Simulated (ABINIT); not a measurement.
# A GW chain in ABINIT: LiBH4 (F-43m), part 2 of 3

Wanted: ground state, empty states, screening and self-energy for LiBH4 (F-43m).

ABINIT 10.8.3; PBEsol and many-body steps on it, plane waves. Known limits of the many-body steps: not at the basis limit; coarse k mesh.

So far. Step 2 (Ground state): The gap is indirect, with the least direct gap 0.31 eV higher.

### Step 3. Bands along the symmetry lines

Level of this step: DFT, PBEsol, plane waves, norm-conserving pseudopotentials (ABINIT).

The cheap functional maps the bands first; the places of the edges decide which points the dearer methods must see.

Input file run.abi:

```
acell 3*1.0 Angstrom
rprim 
  0.000000000000 2.855319000000 2.855319000000
  2.855319000000 0.000000000000 2.855319000000
  2.855319000000 2.855319000000 -0.000000000000
ntypat 3
znucl 3 5 1
natom 6
typat 1 2 3 3 3 3
xred 
  0.000000000000 0.000000000000 0.000000000000
  0.500000000000 0.500000000000 0.500000000000
  0.376786667500 0.376786667500 0.376786667500
  0.869639997500 0.376786667500 0.376786667500
  0.376786667500 0.376786667500 0.869639997500
  0.376786667500 0.869639997500 0.376786667500
pp_dirpath "pseudos"
pseudos "Li.upf, B.upf, H.upf"
ecut 34
iscf -2
irdden 1
kptopt 0
nkpt 50
kpt 
  0.00000000 0.00000000 0.00000000
  -0.06250000 -0.06250000 0.00000000
  -0.12500000 -0.12500000 0.00000000
  -0.18750000 -0.18750000 0.00000000
  -0.25000000 -0.25000000 0.00000000
  -0.31250000 -0.31250000 0.00000000
  -0.37500000 -0.37500000 0.00000000
  -0.43750000 -0.43750000 0.00000000
  -0.50000000 -0.50000000 0.00000000
  -0.48437500 -0.48437500 0.03125000
  -0.46875000 -0.46875000 0.06250000
  -0.45312500 -0.45312500 0.09375000
  -0.43750000 -0.43750000 0.12500000
  -0.42187500 -0.42187500 0.15625000
  -0.40625000 -0.40625000 0.18750000
  -0.39062500 -0.39062500 0.21875000
  -0.37500000 -0.37500000 0.25000000
  -0.37500000 0.00000000 0.37500000
  -0.32812500 0.00000000 0.32812500
  -0.28125000 0.00000000 0.28125000
  -0.23437500 0.00000000 0.23437500
  -0.18750000 0.00000000 0.18750000
  -0.14062500 0.00000000 0.14062500
  -0.09375000 0.00000000 0.09375000
  -0.04687500 0.00000000 0.04687500
  0.00000000 0.00000000 0.00000000
  0.00000000 0.00000000 0.06250000
  0.00000000 0.00000000 0.12500000
  0.00000000 0.00000000 0.18750000
  0.00000000 0.00000000 0.25000000
  0.00000000 0.00000000 0.31250000
  0.00000000 0.00000000 0.37500000
  0.00000000 0.00000000 0.43750000
  -0.00000000 0.00000000 0.50000000
  -0.06250000 -0.03125000 0.46875000
  -0.12500000 -0.06250000 0.43750000
  -0.18750000 -0.09375000 0.40625000
  -0.25000000 -0.12500000 0.37500000
  -0.31250000 -0.15625000 0.34375000
  -0.37500000 -0.18750000 0.31250000
  -0.43750000 -0.21875000 0.28125000
  -0.50000000 -0.25000000 0.25000000
  -0.50000000 -0.28125000 0.21875000
  -0.50000000 -0.31250000 0.18750000
  -0.50000000 -0.34375000 0.15625000
  -0.50000000 -0.37500000 0.12500000
  -0.50000000 -0.40625000 0.09375000
  -0.50000000 -0.43750000 0.06250000
  -0.50000000 -0.46875000 0.03125000
  -0.50000000 -0.50000000 0.00000000
istwfk *1
nband 12
nbdbuf 2
tolwfr 1e-08
nstep 40
prtwf 0
prtvol 0
indata_prefix "in"
outdata_prefix "out"
tmpdata_prefix "tmp"
```

Started as:

```sh
$ OMP_NUM_THREADS=1 mpirun -n 4 abinit run.abi > log
```

Numbers of over 12 decimals in the logs are rounded to 6 here.

What it wrote:

```text
.Version 10.8.3 of ABINIT. v10.8.2 released Aug 2026.

 Symmetries : space group F-4 3 m (#216); Bravais cF (face-center cubic)
[... echo of the input left out ...]
== DATASET  1 ==================================================================
-   mpi_nproc: 4, omp_nthreads: 1 (-1 if OMP is not activated)

--- !DatasetInfo
iteration_state: {dtset: 1, }
dimensions: {natom: 6, nkpt: 50, mband: 12, nsppol: 1, nspinor: 1, nspden: 1, mpw: 3004, }
cutoff_energies: {ecut:  34.0, pawecutdg:  -1.0, }
electrons: {nelect:   1.00000000E+01, charge:   0.00000000E+00, occopt:   1.00000000E+00, tsmear:   1.00000000E-02, }

 Real(R)+Recip(G) space primitive vectors, cartesian coordinates (Bohr,Bohr^-1):
 R(1)=  0.0000000  5.3957709  5.3957709  G(1)= -0.0926652  0.0926652  0.0926652
 R(2)=  5.3957709  0.0000000  5.3957709  G(2)=  0.0926652 -0.0926652  0.0926652
 R(3)=  5.3957709  5.3957709  0.0000000  G(3)=  0.0926652  0.0926652 -0.0926652
 Unit cell volume ucvol=  3.1418866E+02 bohr^3
 Angles (23,13,12)=  6.00000000E+01  6.00000000E+01  6.00000000E+01 degrees

 getcut: wavevector=  0.0000  0.0000  0.0000  ngfft=  45  45  45
         ecut(hartree)=     34.000   => boxcut(ratio)=   2.19674

--- Pseudopotential description ------------------------------------------------
- Li Generated using ONCVPSP code by D. R. Hamann
-  3.00000   3.00000  180301                  znucl, zion, pspdat
12 -116133 1 -1 1944                          pspcod,pspxc,lmax,lloc,mmax
     nproj     2     2
  pspatm : epsatm=    2.60875052
         --- l  ekb(1:nproj) -->
             0   -4.855856   -1.482423
             1   -2.171544   -0.427615
 pspatm: atomic psp has been read  and splines computed

- B Generated using ONCVPSP code by D. R. Hamann
-  5.00000   3.00000  180301                  znucl, zion, pspdat
12 -116133 1 -1 1534                          pspcod,pspxc,lmax,lloc,mmax
     nproj     2     2
  pspatm : epsatm=    3.20154509
         --- l  ekb(1:nproj) -->
             0    8.466603    1.247630
[...]
pspatm: atomic psp has been read  and splines computed

- H Generated using ONCVPSP code by D. R. Hamann
-  1.00000   1.00000  180301                  znucl, zion, pspdat
12 -116133 1 -1 1180                          pspcod,pspxc,lmax,lloc,mmax
     nproj     2     1
  pspatm : epsatm=    0.35585368
         --- l  ekb(1:nproj) -->
[...]
1   -0.494138
 pspatm: atomic psp has been read  and splines computed

--------------------------------------------------------------------------------

================================================================================
 prteigrs : about to open file out_EIG
 Non-SCF case, kpt    1 (  0.00000  0.00000  0.00000), residuals and eigenvalues=
  1.55E-09  9.14E-10  2.12E-09  2.63E-09  4.54E-09  3.80E-09  1.94E-09  4.75E-09
  7.99E-09  7.89E-09  2.89E-09  7.67E-09
[...]
2.01E-09  2.34E-09  4.03E-09  3.22E-09  8.69E-09  7.29E-09  4.56E-09  4.14E-09
  7.44E-09  1.40E-09  6.37E-05  2.33E-07
[...]
Non-SCF case, kpt   49 ( -0.50000 -0.46875  0.03125), residuals and eigenvalues=
[...]
Non-SCF case, kpt   50 ( -0.50000 -0.50000  0.00000), residuals and eigenvalues=
[...]
-1.6750E+00 -2.8561E-01 -2.0120E-01 -1.0646E-01 -1.0646E-01  1.5164E-01
  1.8441E-01  3.3762E-01  3.4702E-01  3.4702E-01  4.6918E-01  4.6918E-01

--- !ResultsGS
iteration_state: {dtset: 1, }
comment   : Summary of ground state results
lattice_vectors:
- [  0.0000000,   5.3957709,   5.3957709, ]
- [  5.3957709,   0.0000000,   5.3957709, ]
- [  5.3957709,   5.3957709,  -0.0000000, ]
lattice_lengths: [   7.63077,    7.63077,    7.63077, ]
lattice_angles: [ 60.000,  60.000,  60.000, ] # degrees, (23, 13, 12)
lattice_volume:   3.1418866E+02
convergence: {deltae:  0.000E+00, res2:  0.000E+00, residm:  9.980E-09, diffor:  0.000E+00, }
etotal    :  -1.24486064E+01
entropy   :   0.00000000E+00
fermie    :  -7.08920318E-02
cartesian_stress_tensor: null
pressure_GPa: null
xred      :
- [  0.0000E+00,   0.0000E+00,   0.0000E+00, Li]
- [  5.0000E-01,   5.0000E-01,   5.0000E-01,  B]
- [  3.7679E-01,   3.7679E-01,   3.7679E-01,  H]
- [  8.6964E-01,   3.7679E-01,   3.7679E-01,  H]
- [  3.7679E-01,   3.7679E-01,   8.6964E-01,  H]
- [  3.7679E-01,   8.6964E-01,   3.7679E-01,  H]
cartesian_forces: null
force_length_stats: {min: null, max: null, mean: null, }

 Integrated electronic density in atomic spheres:
 ------------------------------------------------
 Atom  Sphere_radius  Integrated_density
[...]
================================================================================

 ----iterations are completed or convergence reached----

 Mean square residual over all n,k,spin=   44.308E-10; max=  99.797E-10
 reduced coordinates (array xred) for    6 atoms
[...]
0.376786667500      0.376786667500      0.869639997500
       0.376786667500      0.869639997500      0.376786667500

 cartesian coordinates (angstrom) at end:
[...]
length scales=  1.889726125908  1.889726125908  1.889726125908 bohr
              =  1.000000000000  1.000000000000  1.000000000000 angstroms
 prteigrs : about to open file out_EIG
 Eigenvalues (hartree) for nkpt=  50  k points:
 kpt#   1, nband= 12, wtk=  1.00000, kpt=  0.0000  0.0000  0.0000 (reduced coord)
[...]
kpt#   2, nband= 12, wtk=  1.00000, kpt= -0.0625 -0.0625  0.0000 (reduced coord)
[...]
kpt#   3, nband= 12, wtk=  1.00000, kpt= -0.1250 -0.1250  0.0000 (reduced coord)
[...]
kpt#  49, nband= 12, wtk=  1.00000, kpt= -0.5000 -0.4687  0.0313 (reduced coord)
  -1.67500   -0.28561   -0.20100   -0.10702   -0.10650    0.15319    0.18539    0.33319
   0.34451    0.35032    0.46809    0.46865
 kpt#  50, nband= 12, wtk=  1.00000, kpt= -0.5000 -0.5000  0.0000 (reduced coord)
  -1.67499   -0.28561   -0.20120   -0.10646   -0.10646    0.15164    0.18441    0.33762
   0.34702    0.34702    0.46918    0.46918

== END DATASET(S) ==============================================================
================================================================================

 -outvars: echo values of variables after computation  --------
            nband          12
             nkpt          50
          spgroup         216
 [... the other variables as echoed above ...]

 Calculation completed.
```

The job ended after 7.7 s (4 MPI ranks of Arm Neoverse V2, shared host; peak memory 0.29 GiB).

This step gave:

```yaml
gap: 5.992 eV
k_of_the_valence_top: 0, 0, 0
k_of_the_conduction_bottom: 0, 0, 0.5
least_direct_gap: 6.297 eV
```

The gap is 5.992 eV, as in the run before at this level.

Electronic bands along the path, in eV, zero at the top of the highest filled band; v1 is the highest filled band, c1 the lowest empty one:

| point | v4 | v3 | v2 | v1 | c1 | c2 | c3 | c4 |
| --- | --- | --- | --- | --- | --- | --- | --- | --- |
| Γ | -7.80 | 0.00 | 0.00 | 0.00 | 7.22 | 8.80 | 8.80 | 8.80 |
| halfway | -7.11 | -1.56 | -0.52 | -0.52 | 6.85 | 8.25 | 9.19 | 9.72 |
| X | -5.84 | -3.55 | -0.97 | -0.97 | 6.06 | 6.95 | 11.12 | 11.37 |
| halfway | -5.85 | -3.50 | -1.13 | -0.91 | 6.33 | 7.20 | 10.54 | 11.04 |
| U | -5.92 | -3.36 | -1.37 | -0.76 | 6.68 | 7.99 | 9.85 | 10.32 |
| jump to K | -5.92 | -3.36 | -1.37 | -0.76 | 6.68 | 7.99 | 9.85 | 10.32 |
| halfway | -7.06 | -1.83 | -0.73 | -0.15 | 7.44 | 7.68 | 9.19 | 9.46 |
| Γ | -7.80 | 0.00 | 0.00 | 0.00 | 7.22 | 8.80 | 8.80 | 8.80 |
| halfway | -7.30 | -1.55 | -0.16 | -0.16 | 6.77 | 8.86 | 8.86 | 9.04 |
| L | -6.53 | -3.12 | -0.30 | -0.30 | 5.99 | 8.35 | 8.35 | 10.87 |
| halfway | -6.24 | -3.12 | -1.07 | -0.57 | 6.97 | 7.90 | 9.16 | 10.08 |
| W | -5.85 | -3.38 | -1.37 | -0.99 | 7.74 | 8.11 | 8.97 | 9.32 |
| halfway | -5.84 | -3.47 | -1.17 | -0.98 | 6.68 | 7.36 | 10.15 | 10.47 |
| X | -5.84 | -3.55 | -0.97 | -0.97 | 6.06 | 6.95 | 11.12 | 11.37 |

The electronic bands as a text plot (rows in eV, shown from -8.0 to 9.5 only):

```
    9.1 |+++++++            +++++++++++++++++        ++++++++
    8.4 | +  +++           +         +  ++++ +++++++++   +++
    7.6 | ++++  +++     +++ ++++++++++  +++           ++++++++
    6.9 |+    ++   +++++ +++++        ++   ++        ++      ++++
    6.2 |       +++++++++                    ++++++++         +++
    5.5 |
    4.7 |
    4.0 |
    3.3 |
    2.5 |
    1.8 |
    1.1 |
    0.4 |
   -0.4 |*********         *****************************
   -1.1 |    *    ************** **        *         ************
   -1.8 |     **                *           ***
   -2.5 |       ***         ****               *
   -3.3 |          *********                    *****************
   -4.0 |
   -4.7 |
   -5.5 |
   -6.2 |         ************                   ****************
   -6.9 |     ****            ***            ****
   -7.6 |*****                   ************
         Γ           X  U|K            Γ         L        W     X
```

### Step 4. Empty states on the mesh, 4×4×4 mesh, 44 bands

The sums over transitions need many empty states on a uniform mesh; this step solves for them.

Input file run.abi:

```
acell 3*1.0 Angstrom
rprim 
  0.000000000000 2.855319000000 2.855319000000
  2.855319000000 0.000000000000 2.855319000000
  2.855319000000 2.855319000000 -0.000000000000
ntypat 3
znucl 3 5 1
natom 6
typat 1 2 3 3 3 3
xred 
  0.000000000000 0.000000000000 0.000000000000
  0.500000000000 0.500000000000 0.500000000000
  0.376786667500 0.376786667500 0.376786667500
  0.869639997500 0.376786667500 0.376786667500
  0.376786667500 0.376786667500 0.869639997500
  0.376786667500 0.869639997500 0.376786667500
pp_dirpath "pseudos"
pseudos "Li.upf, B.upf, H.upf"
ecut 34
ngkpt 4 4 4
nshiftk 1
shiftk 0 0 0
kptopt 1
chksymbreak 0
iscf -2
irdden 1
istwfk *1
nband 44
nbdbuf 4
tolwfr 1e-09
nstep 60
prtvol 0
indata_prefix "in"
outdata_prefix "out"
tmpdata_prefix "tmp"
```

What it wrote:

```text
.Version 10.8.3 of ABINIT. v10.8.2 released Aug 2026.

 Symmetries : space group F-4 3 m (#216); Bravais cF (face-center cubic)
[... echo of the input left out ...]
== DATASET  1 ==================================================================
-   mpi_nproc: 4, omp_nthreads: 1 (-1 if OMP is not activated)

--- !DatasetInfo
iteration_state: {dtset: 1, }
dimensions: {natom: 6, nkpt: 8, mband: 44, nsppol: 1, nspinor: 1, nspden: 1, mpw: 2996, }
cutoff_energies: {ecut:  34.0, pawecutdg:  -1.0, }
electrons: {nelect:   1.00000000E+01, charge:   0.00000000E+00, occopt:   1.00000000E+00, tsmear:   1.00000000E-02, }

 Real(R)+Recip(G) space primitive vectors, cartesian coordinates (Bohr,Bohr^-1):
 R(1)=  0.0000000  5.3957709  5.3957709  G(1)= -0.0926652  0.0926652  0.0926652
 R(2)=  5.3957709  0.0000000  5.3957709  G(2)=  0.0926652 -0.0926652  0.0926652
 R(3)=  5.3957709  5.3957709  0.0000000  G(3)=  0.0926652  0.0926652 -0.0926652
 Unit cell volume ucvol=  3.1418866E+02 bohr^3
 Angles (23,13,12)=  6.00000000E+01  6.00000000E+01  6.00000000E+01 degrees

 getcut: wavevector=  0.0000  0.0000  0.0000  ngfft=  45  45  45
         ecut(hartree)=     34.000   => boxcut(ratio)=   2.19674

--- Pseudopotential description ------------------------------------------------
- Li Generated using ONCVPSP code by D. R. Hamann
-  3.00000   3.00000  180301                  znucl, zion, pspdat
12 -116133 1 -1 1944                          pspcod,pspxc,lmax,lloc,mmax
     nproj     2     2
  pspatm : epsatm=    2.60875052
         --- l  ekb(1:nproj) -->
             0   -4.855856   -1.482423
             1   -2.171544   -0.427615
 pspatm: atomic psp has been read  and splines computed

- B Generated using ONCVPSP code by D. R. Hamann
-  5.00000   3.00000  180301                  znucl, zion, pspdat
12 -116133 1 -1 1534                          pspcod,pspxc,lmax,lloc,mmax
     nproj     2     2
  pspatm : epsatm=    3.20154509
         --- l  ekb(1:nproj) -->
             0    8.466603    1.247630
[...]
pspatm: atomic psp has been read  and splines computed

- H Generated using ONCVPSP code by D. R. Hamann
-  1.00000   1.00000  180301                  znucl, zion, pspdat
12 -116133 1 -1 1180                          pspcod,pspxc,lmax,lloc,mmax
     nproj     2     1
  pspatm : epsatm=    0.35585368
         --- l  ekb(1:nproj) -->
[...]
1   -0.494138
 pspatm: atomic psp has been read  and splines computed

--------------------------------------------------------------------------------

================================================================================
 prteigrs : about to open file out_EIG
 Non-SCF case, kpt    1 (  0.00000  0.00000  0.00000), residuals and eigenvalues=
  6.19E-11  6.52E-10  7.12E-11  1.16E-10  7.31E-10  3.79E-10  1.04E-10  2.74E-10
  5.03E-10  1.74E-10  1.30E-10  3.37E-10  5.34E-10  1.21E-10  2.36E-10  4.77E-10
  8.25E-11  3.61E-10  9.53E-10  8.32E-11  2.59E-10  5.47E-10  9.37E-11  2.45E-10
[...]
3.58E-07  2.63E-06  4.78E-06  6.42E-05
 -1.6750E+00 -3.5746E-01 -7.0892E-02 -7.0892E-02 -7.0892E-02  1.9439E-01
  2.5260E-01  2.5260E-01  2.5260E-01  3.2405E-01  3.8658E-01  3.8658E-01
  3.8658E-01  4.5468E-01  4.5468E-01  6.8373E-01  7.9495E-01  7.9495E-01
  7.9495E-01  9.7127E-01  9.7127E-01  9.7127E-01  1.1172E+00  1.1172E+00
  1.1172E+00  1.1513E+00  1.1513E+00  1.1857E+00  1.1967E+00  1.1967E+00
  1.1967E+00  1.4047E+00  1.4603E+00  1.4603E+00  1.5149E+00  1.5149E+00
  1.5149E+00  1.5581E+00  1.5581E+00  1.5581E+00  1.6289E+00  1.6289E+00
  1.6289E+00  1.6725E+00
 prteigrs : prtvol=0 or 1, do not print more k-points.

--- !ResultsGS
iteration_state: {dtset: 1, }
comment   : Summary of ground state results
lattice_vectors:
- [  0.0000000,   5.3957709,   5.3957709, ]
- [  5.3957709,   0.0000000,   5.3957709, ]
- [  5.3957709,   5.3957709,  -0.0000000, ]
lattice_lengths: [   7.63077,    7.63077,    7.63077, ]
lattice_angles: [ 60.000,  60.000,  60.000, ] # degrees, (23, 13, 12)
lattice_volume:   3.1418866E+02
convergence: {deltae:  0.000E+00, res2:  0.000E+00, residm:  9.899E-10, diffor:  0.000E+00, }
etotal    :  -1.24486064E+01
entropy   :   0.00000000E+00
fermie    :  -7.08920318E-02
cartesian_stress_tensor: null
pressure_GPa: null
xred      :
- [  0.0000E+00,   0.0000E+00,   0.0000E+00, Li]
- [  5.0000E-01,   5.0000E-01,   5.0000E-01,  B]
- [  3.7679E-01,   3.7679E-01,   3.7679E-01,  H]
- [  8.6964E-01,   3.7679E-01,   3.7679E-01,  H]
- [  3.7679E-01,   3.7679E-01,   8.6964E-01,  H]
- [  3.7679E-01,   8.6964E-01,   3.7679E-01,  H]
cartesian_forces: null
force_length_stats: {min: null, max: null, mean: null, }

 Integrated electronic density in atomic spheres:
 ------------------------------------------------
 Atom  Sphere_radius  Integrated_density
[...]
================================================================================

 ----iterations are completed or convergence reached----

 Mean square residual over all n,k,spin=   38.958E-11; max=  98.991E-11
 reduced coordinates (array xred) for    6 atoms
[...]
0.376786667500      0.376786667500      0.869639997500
       0.376786667500      0.869639997500      0.376786667500

 cartesian coordinates (angstrom) at end:
    1      0.000000     0.000000     0.000000
    2      2.855319     2.855319     2.855319
[...]
6      3.558946     2.151692     3.558946
 length scales=  1.889726125908  1.889726125908  1.889726125908 bohr
              =  1.000000000000  1.000000000000  1.000000000000 angstroms
 prteigrs : about to open file out_EIG
 Eigenvalues (hartree) for nkpt=   8  k points:
 kpt#   1, nband= 44, wtk=  0.01563, kpt=  0.0000  0.0000  0.0000 (reduced coord)
[...]
1.11721    1.15130    1.15130    1.18568    1.19669    1.19669    1.19669    1.40468
   1.46027    1.46027    1.51494    1.51494    1.51494    1.55810    1.55810    1.55810
   1.62888    1.62888    1.62889    1.67246
 prteigrs : prtvol=0 or 1, do not print more k-points.

== END DATASET(S) ==============================================================
================================================================================

 -outvars: echo values of variables after computation  --------
            nband          44
             nkpt           8
          spgroup         216
 [... the other variables as echoed above ...]

 Calculation completed.
```

Run time: 6.5 s. Hardware: 4 MPI ranks; peak memory 0.28 GiB.

Numbers from this step:

| Property | Result |
| --- | --- |
| gap | 5.992 eV |
| k of the valence top | 0, 0, 0 |
| k of the conduction bottom | 0.5, 0, 0 |
| least direct gap | 6.297 eV |
| k points computed | 8 |
| lowest point of the top converged band, above the valence top | 42.99 eV |

On this mesh the gap is 5.992 eV.

(Continued in part 3 of 3.)

[Paths, hosts, dates, memory and timing lines, banners, echoed tables and standing remarks are left out of the program output.]

[Logs are printed without paths, hosts, clocks, repeated set-up lines and the standing remarks that a program may print on its own settings, such as how far it seeks lower states.]

[Runs of the session that timed out or met a known fault of the program may be left out.]

[Hosts, paths, dates, database ids (printed as entryN), source tags and the programs' standing remarks are cut or masked in the printed files.]

[G0W0 gaps are taken among the corrected bands and points alone; a level outside them can change the order at an edge.]

[Where Ansatz stands beside ABINIT at settings called matched, ABINIT's density can come from a denser mesh and the files from another edition; pairs whose starting gaps differed by over 0.03 eV were left out, so agreement reads better than it is.]
